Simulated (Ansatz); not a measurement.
**Moving the knobs of a GW run on Ga2O3 (R-3c)**

Aim: change settings of a G0W0 run on Ga2O3 (R-3c) and see what moves.

Method: G0W0 on PBE, plane waves, PAW, in Ansatz 0.2.0.

This is a report of a sequence of runs, with most program output left out.

**1. Starting point**

Symmetry: R-3c, No. 167, trigonal system. Conventional cell: a = 4.997 Å, b = 4.997 Å, c = 13.451 Å, α = 90.00°, β = 90.00°, γ = 120.00°. Nearest to Ga lie 6 O at 1.93 to 2.08 Å. O has 4 Ga at 1.93 to 2.08 Å nearest. Farther neighbours and most contacts between anions are not listed.

The cell and positions are those that the Materials Project relaxed with its own functionals (PBE, PBE+U or r2SCAN), kept fixed. This is not the form that Ga2O3 usually takes at ambient conditions. The default PAW set here is soft_2. Its files were made with PBE.

**2. The base run: 4×4×4 mesh, 207 empty bands, screening to 96 eV**

G0W0 replaces the xc potential by the self-energy, built once from these orbitals. Only a window of levels is corrected, while the sums run over the empty bands that the input names.

File input.yaml:

```yaml
crystal:
  lattice:
    - [2.4986991939, 1.4426246522, 4.4835497685]
    - [-2.4986991939, 1.4426246522, 4.4835497685]
    - [0.0, -2.8852493044, 4.4835497685]
  atoms:
    - { symbol: Ga, position: [0.85558558, 0.85558558, 0.85558558] }
    - { symbol: Ga, position: [0.64441442, 0.64441442, 0.64441442] }
    - { symbol: Ga, position: [0.14441442, 0.14441442, 0.14441442] }
    - { symbol: Ga, position: [0.35558558, 0.35558558, 0.35558558] }
    - { symbol: O, position: [0.75, 0.44683282, 0.05316718] }
    - { symbol: O, position: [0.44683282, 0.05316718, 0.75] }
    - { symbol: O, position: [0.05316718, 0.75, 0.44683282] }
    - { symbol: O, position: [0.25, 0.55316718, 0.94683282] }
    - { symbol: O, position: [0.94683282, 0.25, 0.55316718] }
    - { symbol: O, position: [0.55316718, 0.94683282, 0.25] }
kpoints:
  mp_grid: { grid: [4, 4, 4] }
hamiltonian:
  xc: pbe
scf:
  occupations: { method: fixed }
gw:
  n_empty_bands: 207
  ecut_chi: 96
  qp_bands: [v3, c3]
  qp_kpoints: band_edges
  screening: { model: contour_deformation }
```

The run is started by

```bash
$ ansatz run input.yaml --threads 3 --pin off --max-ram 92160MiB --backend cuda --events-out ev --progress --plain --runs-dir out --devices 1 --max-vram 13GiB  # rebuilt from the run's record
```

Elapsed: 26 s, on 1 × NVIDIA H100 80GB HBM3 (shared by 6 runs) with 3 threads of AMD EPYC 7R13 (Zen 3), shared host; peak memory 1.3 GiB.

This step gave:

```
bands summed                                 : 251
RPA ε∞ on this mesh (eigenvalues)            : 4.201, 4.334, 4.334
plane waves in the screening matrix          : 193
q-points in the mesh                         : 64
G0W0 gap on the mesh                         : 4.476 eV
k of the valence top                         : 0, 0, 0.25
k of the conduction bottom                   : 0, 0, 0
starting gap on the mesh                     : 2.828 eV
Z at the valence top                         : 0.7722
Z at the conduction bottom                   : 0.8326
least direct G0W0 gap on the computed points : 4.668 eV
```

The gap on the mesh goes from 2.83 eV to 4.48 eV, a correction of +1.65 eV. Between the two edge states, bare exchange in place of the xc potential would open the gap by 10.06 eV, and correlation takes back 8.41 eV.

**3. Variant: larger pair-density box**

Changes to input.yaml since step 2:

```diff
@@ -23,4 +23,4 @@
 gw:
-  n_empty_bands: 207
-  ecut_chi: 96
+  n_empty_bands: 220
+  ecut_chi: 100
   qp_bands: [v3, c3]
@@ -28 +28,2 @@
   screening: { model: contour_deformation }
+  ecutfock_ratio: 2
```

Wall time 38 s (1 × NVIDIA H100 80GB HBM3 (shared by 6 runs) with 3 threads); peak memory 1.3 GiB; 58 s of CPU time.

The G0W0 gap on the mesh is 4.483 eV.

Against the base:

```
              setting  base  variant
          empty bands   207      220
screening cutoff (eV)    96      100
       ecutfock ratio     -        2
```

```
                                    quantity  variant   base
                    starting gap on the mesh    2.828  2.828
                        G0W0 gap on the mesh    4.483  4.476
least direct G0W0 gap on the computed points    4.676  4.668
                        Z at the valence top    0.772  0.772
                  Z at the conduction bottom    0.832  0.833
```

**4. Variant: all filled levels at the zone centre**

Changes to input.yaml since step 3:

```diff
@@ -25,5 +25,4 @@
   ecut_chi: 100
-  qp_bands: [v3, c3]
-  qp_kpoints: band_edges
+  qp_bands: [lowest, c2]
+  qp_kpoints: [[0, 0, 0]]
   screening: { model: contour_deformation }
-  ecutfock_ratio: 2
```

Wall time 14 s (1 × NVIDIA H100 80GB HBM3 (shared by 6 runs) with 3 threads); peak memory 1.2 GiB.

Absolute levels on the run's own zero. QP, by row, the first 40 of 46 rows:

```
k index  band  KS (eV)  Sigma_x (eV)  Sigma_c (eV)  Vxc (eV)       Z  QP linearised (eV)  QP (eV)  source          doubts
      0     1   -9.808        -31.48         10.43    -19.66  0.6725              -11.22   -11.19    root                
      0     2   -7.832        -36.09         10.28    -24.08  0.7156              -9.622   -9.566    root                
      0     3   -7.832        -36.09         10.28    -24.08  0.7156              -9.622   -9.566    root                
      0     4   -7.795        -33.68         10.17    -22.02  0.7135               -9.31   -9.277    root                
      0     5   -7.777        -34.56         10.19    -22.79  0.7164              -9.382   -9.346    root                
      0     6   -7.777        -34.56         10.19    -22.79  0.7164              -9.382   -9.346    root                
      0     7    -3.56        -55.47         9.756    -41.99  0.7618              -7.504   -7.278    root  energies_apart
      0     8    -3.56        -55.47         9.756    -41.99  0.7618              -7.504   -7.278    root  energies_apart
      0     9   -3.471        -55.82         9.763     -42.3  0.7639              -7.454   -7.223    root  energies_apart
      0    10   -3.471        -55.82         9.763     -42.3  0.7639              -7.454   -7.223    root  energies_apart
      0    11   -3.398        -56.11         9.569    -42.76  0.7682              -7.415   -7.174    root  energies_apart
      0    12   -3.367        -55.39         9.517    -42.15  0.7678              -7.323   -7.089    root  energies_apart
      0    13   -3.321        -56.04         9.579    -42.69  0.7685              -7.331   -7.093    root  energies_apart
      0    14   -3.321        -56.04         9.579    -42.69  0.7685              -7.331   -7.093    root  energies_apart
      0    15   -3.285        -56.36         9.601    -42.96  0.7694              -7.319    -7.08    root  energies_apart
      0    16   -3.285        -56.36         9.601    -42.96  0.7694              -7.319    -7.08    root  energies_apart
      0    17   -3.232        -56.85         9.624     -43.4   0.769              -7.299   -7.064    root  energies_apart
      0    18   -3.232        -56.85         9.624     -43.4   0.769              -7.299   -7.064    root  energies_apart
      0    19   -3.163        -55.95         9.535    -42.67  0.7691              -7.129   -6.902    root  energies_apart
      0    20   -3.156        -57.08         9.601    -43.64  0.7697              -7.224    -6.99    root  energies_apart
      0    21   -3.156        -57.08         9.601    -43.64  0.7697              -7.224    -6.99    root  energies_apart
      0    22   -3.152        -57.11         9.608    -43.67  0.7698              -7.223   -6.984    root  energies_apart
      0    23   -2.917        -56.01         9.681     -42.6  0.7645              -6.821   -6.638    root  energies_apart
      0    24   -2.917        -56.01         9.681     -42.6  0.7645              -6.821   -6.638    root  energies_apart
      0    25   -2.313        -55.25         9.601    -42.07  0.7609              -6.008   -5.889    root  energies_apart
      0    26   -2.313        -55.25         9.601    -42.07  0.7609              -6.008   -5.889    root  energies_apart
      0    27    1.966        -24.85         5.672    -18.14  0.7125              0.9147   0.9271    root                
      0    28     2.64        -24.08         5.515    -17.61  0.7081               1.685    1.682    root                
      0    29    3.909        -24.43         5.369    -18.01  0.7255               2.836    2.858    root                
      0    30    3.909        -24.43         5.369    -18.01  0.7255               2.836    2.858    root                
      0    31    4.918        -24.43         5.194    -18.24  0.7407               3.889    3.915    root                
      0    32    5.215        -23.96         4.782    -18.27  0.7492                4.29    4.309    root                
      0    33    5.576        -25.69         5.458    -19.11   0.744               4.423    4.452    root                
      0    34    5.576        -25.69         5.458    -19.11   0.744               4.423    4.452    root                
      0    35    5.873        -23.92         5.282    -17.55  0.7467               4.763    4.787    root                
      0    36    8.143        -27.28         4.544    -22.02  0.7761               7.423    7.429    root                
      0    37    8.143        -27.28         4.544    -22.02  0.7761               7.423    7.429    root                
      0    38    8.616        -27.56         5.007    -21.77  0.7691               7.827    7.835    root                
      0    39    8.616        -27.56         5.007    -21.77  0.7691               7.827    7.835    root                
      0    40    8.821        -26.51           4.6    -21.31  0.7728               8.218    8.222    root
```

Against the base:

```
              setting        base       variant
          empty bands         207           220
screening cutoff (eV)          96           100
         levels asked    v3 to c3  lowest to c2
         points asked  band edges   [[0, 0, 0]]
```

**5. Outcome**

| Item | Value |
| --- | --- |
| base | 4.48 eV, 26 s |
| larger pair-density box | 4.48 eV, 38 s |
| all filled levels at the zone centre | direct gap at the listed points 4.68 eV, 14 s |

Larger pair-density box: the gap moves by +0.01 eV. The variant differs from the base in empty bands, screening cutoff and ecutfock ratio together, so the change can't be laid to one of them. All filled levels at the zone centre: only the listed points were computed; the least direct gap there is 4.68 eV, with empty bands, screening cutoff, levels asked and points asked changed against the base. All runs here use a coarse mesh and modest cutoffs; they test settings and are not final values. The many-body steps are scalar-relativistic: spin-orbit coupling is not in them.

[Paths, hosts, dates, memory and timing lines, banners, echoed tables and standing remarks are left out of the program output.]

[Logs are printed without paths, hosts, clocks, repeated set-up lines and the standing remarks that a program may print on its own settings, such as how far it seeks lower states.]

[Runs of the session that timed out or met a known fault of the program may be left out.]

[Cells called generated may have been cut or substituted from an entry of the Crystallography Open Database or the Materials Project.]

[Hosts, paths, dates, database ids (printed as entryN), source tags and the programs' standing remarks are cut or masked in the printed files.]
